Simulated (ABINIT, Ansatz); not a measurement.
# KCaCl3 (Pm-3m): G0W0 on several meshes in ABINIT

How does the mesh move the gap of KCaCl3 (Pm-3m)?

Method: PBEsol and many-body steps on it, plane waves, in ABINIT 10.8.3.

### Step 1. Set-up

The structure is cubic, space group Pm-3m (No. 221). The conventional cell has a = 5.394 Å, b = 5.394 Å, c = 5.394 Å, α = 90.00°, β = 90.00°, γ = 90.00°. Nearest to K lie 12 Cl at 3.81 Å. Ca has 6 Cl at 2.70 Å nearest. Cl has 2 Ca at 2.70 Å and 4 K at 3.81 Å nearest. Farther neighbours and most contacts between anions are not listed.

Coordinates:

```cif
data_structure
_symmetry_space_group_name_H-M 'P 1'
_symmetry_Int_Tables_number 1
_cell_length_a 5.3935
_cell_length_b 5.3935
_cell_length_c 5.3935
_cell_angle_alpha 90.000
_cell_angle_beta 90.000
_cell_angle_gamma 90.000
_cell_volume 156.90
loop_
_atom_site_label
_atom_site_type_symbol
_atom_site_fract_x
_atom_site_fract_y
_atom_site_fract_z
_atom_site_occupancy
K1 K 0.00000 0.00000 0.00000 1
Ca2 Ca 0.50000 0.50000 0.50000 1
Cl3 Cl 0.00000 0.50000 0.50000 1
Cl4 Cl 0.50000 0.00000 0.50000 1
Cl5 Cl 0.50000 0.50000 0.00000 1
```

The cell and positions are those that the Materials Project relaxed with its own functionals (PBE, PBE+U or r2SCAN), kept fixed.

### Step 2. Empty states on the mesh, 2×2×2 mesh, 300 bands

This step: ABINIT 10.8.3; DFT, PBEsol, plane waves, norm-conserving pseudopotentials.

The sums over transitions need many empty states on a uniform mesh; this step solves for them.

Input file run.abi:

```
acell 3*1.0 Angstrom
rprim 
  5.393523000000 0.000000000000 0.000000000000
  0.000000000000 5.393523000000 0.000000000000
  0.000000000000 0.000000000000 5.393523000000
ntypat 3
znucl 19 20 17
natom 5
typat 1 2 3 3 3
xred 
  0.000000000000 0.000000000000 0.000000000000
  0.500000000000 0.500000000000 0.500000000000
  0.000000000000 0.500000000000 0.500000000000
  0.500000000000 0.000000000000 0.500000000000
  0.500000000000 0.500000000000 0.000000000000
pp_dirpath "pseudos"
pseudos "K.upf, Ca.upf, Cl.upf"
ecut 33
ngkpt 2 2 2
nshiftk 1
shiftk 0 0 0
kptopt 1
chksymbreak 0
iscf -2
irdden 1
istwfk *1
nband 300
nbdbuf 26
tolwfr 1e-09
nstep 60
prtvol 0
indata_prefix "in"
outdata_prefix "out"
tmpdata_prefix "tmp"
```

Started as:

```sh
$ OMP_NUM_THREADS=1 mpirun -n 4 abinit run.abi > log
```

Numbers of over 12 decimals in the logs are rounded to 6 here.

What it wrote:

```text
.Version 10.8.3 of ABINIT. v10.8.2 released Aug 2026.

 Symmetries : space group Pm -3 m (#221); Bravais cP (primitive cubic)
[... echo of the input left out ...]
== DATASET  1 ==================================================================
-   mpi_nproc: 4, omp_nthreads: 1 (-1 if OMP is not activated)

--- !DatasetInfo
iteration_state: {dtset: 1, }
dimensions: {natom: 5, nkpt: 4, mband: 300, nsppol: 1, nspinor: 1, nspden: 1, mpw: 9627, }
cutoff_energies: {ecut:  33.0, pawecutdg:  -1.0, }
[...]
2.87360    2.87762    2.87762    2.88919    2.89514    2.89514    2.89514    2.93506
   2.93506    2.93506    2.94290    2.94290    2.94290    3.01049    3.01178    3.01373
   3.02041    3.02271    3.02733    3.03034
 prteigrs : prtvol=0 or 1, do not print more k-points.

== END DATASET(S) ==============================================================
================================================================================

 -outvars: echo values of variables after computation  --------
            nband         300
             nkpt           4
          spgroup         221
 [... the other variables as echoed above ...]

 Calculation completed.
```

Wall time 4 min (4 MPI ranks of Arm Neoverse N1, shared host); peak memory 0.55 GiB; 16 min of CPU time.

Numbers from this step:

```
gap                                                           : 4.647 eV
k of the valence top                                          : 0.5, 0.5, 0.5
k of the conduction bottom                                    : 0, 0, 0
least direct gap                                              : 4.936 eV
k points computed                                             : 4
lowest point of the top converged band, above the valence top : 74.1369 eV
```

On this mesh the gap is 4.647 eV.

The density comes from a self-consistent run that is not shown.

### Step 3. Screening, 2×2×2 mesh, 123 bands, screening to 114.3 eV

The RPA dielectric matrix is built and inverted for each q.

This step: RPA screening on PBEsol, plane waves, norm-conserving pseudopotentials.

run.abi: that of step 2 with these lines changed.

```diff
@@ -23,10 +23,11 @@
 chksymbreak 0
-iscf -2
-irdden 1
 istwfk *1
-nband 300
-nbdbuf 26
-tolwfr 1e-09
-nstep 60
-prtvol 0
+occopt 1
+irdwfk 1
+optdriver 3
+nband 123
+ecuteps 4.2
+inclvkb 2
+awtr 1
+symchi 1
 indata_prefix "in"
```

What it wrote:

```text
.Version 10.8.3 of ABINIT. v10.8.2 released Aug 2026.

 Symmetries : space group Pm -3 m (#221); Bravais cP (primitive cubic)
[... echo of the input left out ...]
== DATASET  1 ==================================================================
-   mpi_nproc: 4, omp_nthreads: 1 (-1 if OMP is not activated)

--- !DatasetInfo
iteration_state: {dtset: 1, }
dimensions: {natom: 5, nkpt: 4, mband: 123, nsppol: 1, nspinor: 1, nspden: 1, mpw: 9627, }
cutoff_energies: {ecut:  33.0, pawecutdg:  -1.0, }
electrons: {nelect:   4.00000000E+01, charge:   0.00000000E+00, occopt:   1.00000000E+00, tsmear:   1.00000000E-02, }

 SCREENING: Calculation of the susceptibility and dielectric matrices

 Based on a program developped by R.W. Godby, V. Olevano, G. Onida, and L. Reining.
 Incorporated in ABINIT by V. Olevano, G.-M. Rignanese, and M. Torrent.
.Using double precision arithmetic ; gwpc =  8

[... cell and pseudopotentials left out ...]
--------------------------------------------------------------------------------

 ==== K-mesh for the wavefunctions ====
 Number of points in the irreducible wedge :     4
[... list of points left out ...]
 Together with 48 symmetry operations and time-reversal symmetry
 yields     8 points in the full Brillouin Zone.

 ==== Q-mesh for the screening function ====
 Number of points in the irreducible wedge :     4
[... list of points left out ...]
 Together with 48 symmetry operations and time-reversal symmetry
 yields     8 points in the full Brillouin Zone.

 setmesh: FFT mesh size selected  =    36x   36x   36
          total number of points  =        46656

 vcoul_init : cutoff-mode = AUXILIARY_FUNCTION
 q-points for optical limit:   1
     1)      0.000010    0.000020    0.000030

- screening: taking advantage of time-reversal symmetry
- Maximum band index for partially occupied states nbvw = 20
- Remaining bands to be divided among processors   nbcw = 103
- Number of bands treated by each node ~25

 Number of electrons calculated from density =   40.0000; Expected =   40.0000
 average of density, n =  0.037779
 r_s =    1.8488
 omega_plasma =   18.7490 [eV]

 calculating chi0 at frequencies [eV] :
  1    0.000000E+00    0.000000E+00
  2    0.000000E+00    1.874902E+01

--------------------------------------------------------------------------------
  q-point number  1        q = ( 0.000000, 0.000000, 0.000000) [r.l.u.]
--------------------------------------------------------------------------------
[... chi0 elements left out ...]
 For q-point:  0.000010 0.000020 0.000030
  dielectric constant =   2.5479
  dielectric constant without local fields =   2.9960

  Average fulfillment of the sum rule on Im[epsilon] for q-point    1 :     58.77  [%]
[... wings left out ...]
  q-point number  2        q = ( 0.500000, 0.000000, 0.000000) [r.l.u.]
--------------------------------------------------------------------------------
[... chi0 elements left out ...]
  Average fulfillment of the sum rule on Im[epsilon] for q-point    2 :     65.01  [%]

 [... 2 further q-points ...]
```

It took 49 s on 4 MPI ranks; peak memory 1.2 GiB; 3.2 min of CPU time.

Numbers from this step:

```
ε∞ with local fields, on this mesh, along the program's q direction : 2.548
the same without local fields                                       : 2.996
plasma frequency                                                    : 18.75 eV
plane waves in the screening matrix                                 : 461
```

Local fields lower ε∞ by 15 %. On a Γ-centred mesh this coarse the value itself is usually too large, while a short band sum pulls it down.

### Step 4. 2×2×2

The self-energy is evaluated for the states that the input lists, and the levels follow from it, in one-shot runs by the linearised quasiparticle equation.

This step: G0W0 on PBEsol, plane waves, norm-conserving pseudopotentials.

run.abi: that of step 3 with these lines changed.

```diff
@@ -26,8 +26,17 @@
 irdwfk 1
-optdriver 3
+optdriver 4
 nband 123
+gwcalctyp 0
+ecutsigx 33
+symsigma 1
+nkptgw 2
+kptgw 
+  0.5000000000 0.5000000000 0.5000000000
+  0.0000000000 0.0000000000 0.0000000000
+bdgw 
+  18 24
+  18 24
 ecuteps 4.2
-inclvkb 2
-awtr 1
-symchi 1
+irdscr 1
+ppmodel 1
 indata_prefix "in"
```

What it wrote:

```text
.Version 10.8.3 of ABINIT. v10.8.2 released Aug 2026.

 Symmetries : space group Pm -3 m (#221); Bravais cP (primitive cubic)
[... echo of the input left out ...]
== DATASET  1 ==================================================================
-   mpi_nproc: 4, omp_nthreads: 1 (-1 if OMP is not activated)

--- !DatasetInfo
iteration_state: {dtset: 1, }
dimensions: {natom: 5, nkpt: 4, mband: 123, nsppol: 1, nspinor: 1, nspden: 1, mpw: 9627, }
cutoff_energies: {ecut:  33.0, pawecutdg:  -1.0, }
electrons: {nelect:   4.00000000E+01, charge:   0.00000000E+00, occopt:   1.00000000E+00, tsmear:   1.00000000E-02, }

 SIGMA: Calculation of the GW corrections

 Based on a program developped by R.W. Godby, V. Olevano, G. Onida, and L. Reining.
 Incorporated in ABINIT by V. Olevano, G.-M. Rignanese, and M. Torrent.
.Using double precision arithmetic ; gwpc =  8

[... cell and pseudopotentials left out ...]
--------------------------------------------------------------------------------

 ==== K-mesh for the wavefunctions ====
 Number of points in the irreducible wedge :     4
[... list of points left out ...]
 Together with 48 symmetry operations and time-reversal symmetry
 yields     8 points in the full Brillouin Zone.

 ==== Q-mesh for screening function ====
 Number of points in the irreducible wedge :     4
[... list of points left out ...]
 Together with 48 symmetry operations and time-reversal symmetry
 yields     8 points in the full Brillouin Zone.

 vcoul_init : cutoff-mode = AUXILIARY_FUNCTION
 q-points for optical limit:   1
     1)      0.000010    0.000020    0.000030
 setmesh: FFT mesh size selected  =    54x   54x   54
          total number of points  =       157464

 Number of electrons calculated from density =   40.0000; Expected =   40.0000
 average of density, n =  0.037779
 r_s =    1.8488
 omega_plasma =   18.7490 [eV]

 === KS Band Gaps ===
  >>>> For spin  1
   Minimum direct gap =   4.9356 [eV], located at k-point      :   0.0000  0.0000  0.0000
   Fundamental gap    =   4.6466 [eV], Top of valence bands at :   0.5000  0.5000  0.5000
                                       Bottom of conduction at :   0.0000  0.0000  0.0000
 SIGMA fundamental parameters:
 PLASMON POLE MODEL  1
 number of plane-waves for SigmaX                 9627
 number of plane-waves for SigmaC and W            461
 number of plane-waves for wavefunctions          9627
 number of bands                                   123
 number of independent spin polarizations            1
 number of spinorial components                      1
 number of k-points in IBZ                           4
 number of q-points in IBZ                           4
 number of symmetry operations                      48
 number of k-points in BZ                            8
 number of q-points in BZ                            8
 number of frequencies for dSigma/dE                 9
 frequency step for dSigma/dE [eV]                0.25
 number of omega for Sigma on real axis              0
 max omega for Sigma on real axis  [eV]           0.00
 zcut for avoiding poles [eV]                     0.10

 EPSILON^-1 parameters (SCR file):
 dimension of the eps^-1 matrix on file            461
 dimension of the eps^-1 matrix used               461
 number of plane-waves for wavefunctions          9627
 number of bands                                   123
 number of q-points in IBZ                           4
 number of frequencies                               2
 number of real frequencies                          1
 number of imag frequencies                          1

 matrix elements of self-energy operator (all in [eV])

 Perturbative Calculation

--- !SelfEnergy_ee
iteration_state: {dtset: 1, }
kpoint     : [   0.500,    0.500,    0.500, ]
spin       : 1
KS_gap     :    6.260
QP_gap     :    8.830
Delta_QP_KS:    2.569
data: !SigmaeeData |
     Band     E0 <VxcDFT>   SigX SigC(E0)      Z dSigC/dE  Sig(E)    E-E0       E
       18  -0.113 -14.235 -18.503   2.467   0.805  -0.242 -15.686  -1.451  -1.564
       19  -0.113 -14.235 -18.503   2.467   0.805  -0.242 -15.686  -1.451  -1.564
       20  -0.113 -14.235 -18.503   2.467   0.805  -0.242 -15.686  -1.451  -1.564
       21   6.148  -6.512  -2.560  -2.668   0.871  -0.148  -5.393   1.118   7.266
       22   7.151  -8.334  -3.719  -2.735   0.862  -0.160  -6.713   1.621   8.772
       23   7.151  -8.334  -3.719  -2.735   0.862  -0.160  -6.713   1.621   8.772
[...]
--- !SelfEnergy_ee
iteration_state: {dtset: 1, }
kpoint     : [   0.000,    0.000,    0.000, ]
spin       : 1
KS_gap     :    4.936
QP_gap     :    7.371
Delta_QP_KS:    2.435
data: !SigmaeeData |
     Band     E0 <VxcDFT>   SigX SigC(E0)      Z dSigC/dE  Sig(E)    E-E0       E
[...]
22   5.431 -11.616  -5.726  -3.042   0.843  -0.187  -9.216   2.399   7.830
       23   5.431 -11.616  -5.726  -3.042   0.843  -0.187  -9.216   2.399   7.830
       24   5.431 -11.616  -5.726  -3.042   0.843  -0.187  -9.216   2.399   7.830

== END DATASET(S) ==============================================================
================================================================================

 -outvars: echo values of variables after computation  --------
           etotal      0.0000000000E+00
            nband         123
             nkpt           4
          spgroup         221
 [... the other variables as echoed above ...]

 Calculation completed.
```

It took 37 s on 4 MPI ranks; peak memory 1.3 GiB; 2.5 min of CPU time.

This step gave:

```yaml
g0w0_gap_on_the_points_computed: 7.069 eV
starting_gap_on_the_mesh: 4.647 eV
k_of_the_valence_top: 0.5, 0.5, 0.5
k_of_the_conduction_bottom: 0, 0, 0
z_at_the_valence_top: 0.805
z_at_the_conduction_bottom: 0.869
least_direct_g0w0_gap_on_the_computed_points: 7.37 eV
```

The gap on the mesh goes from 4.65 eV to 7.07 eV, a correction of +2.42 eV.

### Step 5. Empty states on the mesh, 4×4×4 mesh, 135 bands

This step: DFT, PBEsol, plane waves, norm-conserving pseudopotentials.

run.abi: that of step 4 with these lines changed.

```diff
@@ -18,3 +18,3 @@
 ecut 33
-ngkpt 2 2 2
+ngkpt 4 4 4
 nshiftk 1
@@ -23,20 +23,10 @@
 chksymbreak 0
+iscf -2
+irdden 1
 istwfk *1
-occopt 1
-irdwfk 1
-optdriver 4
-nband 123
-gwcalctyp 0
-ecutsigx 33
-symsigma 1
-nkptgw 2
-kptgw 
-  0.5000000000 0.5000000000 0.5000000000
-  0.0000000000 0.0000000000 0.0000000000
-bdgw 
-  18 24
-  18 24
-ecuteps 4.2
-irdscr 1
-ppmodel 1
+nband 135
+nbdbuf 12
+tolwfr 1e-09
+nstep 60
+prtvol 0
 indata_prefix "in"
```

What it wrote:

```text
.Version 10.8.3 of ABINIT. v10.8.2 released Aug 2026.

 Symmetries : space group Pm -3 m (#221); Bravais cP (primitive cubic)
[... echo of the input left out ...]
== DATASET  1 ==================================================================
-   mpi_nproc: 4, omp_nthreads: 1 (-1 if OMP is not activated)

--- !DatasetInfo
iteration_state: {dtset: 1, }
dimensions: {natom: 5, nkpt: 10, mband: 135, nsppol: 1, nspinor: 1, nspden: 1, mpw: 9627, }
cutoff_energies: {ecut:  33.0, pawecutdg:  -1.0, }
[...]
1.35618    1.37559    1.40355    1.40355    1.41092    1.44573    1.44573    1.44573
   1.46778    1.49236    1.49236    1.49236    1.53082    1.53082    1.53082    1.58183
   1.58183    1.58184    1.59268    1.59269    1.62647    1.63091    1.64619
 prteigrs : prtvol=0 or 1, do not print more k-points.

== END DATASET(S) ==============================================================
================================================================================

 -outvars: echo values of variables after computation  --------
            nband         135
             nkpt          10
          spgroup         221
 [... the other variables as echoed above ...]

 Calculation completed.
```

Run time: 3.4 min. Hardware: 4 MPI ranks; peak memory 0.56 GiB; 14 min of CPU time.

Numbers from this step:

```
gap                                                           : 4.647 eV
k of the valence top                                          : 0.5, 0.5, 0.5
k of the conduction bottom                                    : 0, 0, 0
least direct gap                                              : 4.936 eV
k points computed                                             : 10
lowest point of the top converged band, above the valence top : 39.19 eV
```

On this mesh the gap is 4.647 eV.

### Step 6. Screening, 4×4×4 mesh, 123 bands, screening to 114.3 eV

This step: RPA screening on PBEsol, plane waves, norm-conserving pseudopotentials.

run.abi: that of step 5 with these lines changed.

```diff
@@ -23,10 +23,11 @@
 chksymbreak 0
-iscf -2
-irdden 1
 istwfk *1
-nband 135
-nbdbuf 12
-tolwfr 1e-09
-nstep 60
-prtvol 0
+occopt 1
+irdwfk 1
+optdriver 3
+nband 123
+ecuteps 4.2
+inclvkb 2
+awtr 1
+symchi 1
 indata_prefix "in"
```

What it wrote:

```text
.Version 10.8.3 of ABINIT. v10.8.2 released Aug 2026.

 Symmetries : space group Pm -3 m (#221); Bravais cP (primitive cubic)
[... echo of the input left out ...]
== DATASET  1 ==================================================================
-   mpi_nproc: 4, omp_nthreads: 1 (-1 if OMP is not activated)

--- !DatasetInfo
iteration_state: {dtset: 1, }
dimensions: {natom: 5, nkpt: 10, mband: 123, nsppol: 1, nspinor: 1, nspden: 1, mpw: 9627, }
cutoff_energies: {ecut:  33.0, pawecutdg:  -1.0, }
electrons: {nelect:   4.00000000E+01, charge:   0.00000000E+00, occopt:   1.00000000E+00, tsmear:   1.00000000E-02, }

 SCREENING: Calculation of the susceptibility and dielectric matrices

 Based on a program developped by R.W. Godby, V. Olevano, G. Onida, and L. Reining.
 Incorporated in ABINIT by V. Olevano, G.-M. Rignanese, and M. Torrent.
.Using double precision arithmetic ; gwpc =  8

[... cell and pseudopotentials left out ...]
--------------------------------------------------------------------------------

 ==== K-mesh for the wavefunctions ====
 Number of points in the irreducible wedge :    10
[... list of points left out ...]
 Together with 48 symmetry operations and time-reversal symmetry
 yields    64 points in the full Brillouin Zone.

 ==== Q-mesh for the screening function ====
 Number of points in the irreducible wedge :    10
[... list of points left out ...]
 Together with 48 symmetry operations and time-reversal symmetry
 yields    64 points in the full Brillouin Zone.

 setmesh: FFT mesh size selected  =    36x   36x   36
          total number of points  =        46656

 vcoul_init : cutoff-mode = AUXILIARY_FUNCTION
 q-points for optical limit:   1
     1)      0.000010    0.000020    0.000030

- screening: taking advantage of time-reversal symmetry
- Maximum band index for partially occupied states nbvw = 20
- Remaining bands to be divided among processors   nbcw = 103
- Number of bands treated by each node ~25

 Number of electrons calculated from density =   40.0000; Expected =   40.0000
 average of density, n =  0.037779
 r_s =    1.8488
 omega_plasma =   18.7490 [eV]

 calculating chi0 at frequencies [eV] :
  1    0.000000E+00    0.000000E+00
  2    0.000000E+00    1.874902E+01

--------------------------------------------------------------------------------
  q-point number  1        q = ( 0.000000, 0.000000, 0.000000) [r.l.u.]
--------------------------------------------------------------------------------
[... chi0 elements left out ...]
 For q-point:  0.000010 0.000020 0.000030
  dielectric constant =   2.4177
  dielectric constant without local fields =   2.8556

  Average fulfillment of the sum rule on Im[epsilon] for q-point    1 :     58.82  [%]
[... wings left out ...]
  q-point number  2        q = ( 0.250000, 0.000000, 0.000000) [r.l.u.]
--------------------------------------------------------------------------------
[... chi0 elements left out ...]
  Average fulfillment of the sum rule on Im[epsilon] for q-point    2 :     69.69  [%]

 [... 8 further q-points ...]
```

Run time: 5.8 min. Hardware: 4 MPI ranks; peak memory 2.2 GiB.

Numbers from this step:

* ε∞ with local fields, on this mesh, along the program's q direction: 2.418
* the same without local fields: 2.856
* plasma frequency: 18.75 eV
* plane waves in the screening matrix: 461

(Continued in part 2 of 2.)

[Paths, hosts, dates, memory and timing lines, banners, echoed tables and standing remarks are left out of the program output.]

[Logs are printed without paths, hosts, clocks, repeated set-up lines and the standing remarks that a program may print on its own settings, such as how far it seeks lower states.]

[Runs of the session that timed out or met a known fault of the program may be left out.]

[Hosts, paths, dates, database ids (printed as entryN), source tags and the programs' standing remarks are cut or masked in the printed files.]

[G0W0 gaps are taken among the corrected bands and points alone; a level outside them can change the order at an edge.]

[Where Ansatz stands beside ABINIT at settings called matched, ABINIT's density can come from a denser mesh and the files from another edition; pairs whose starting gaps differed by over 0.03 eV were left out, so agreement reads better than it is.]
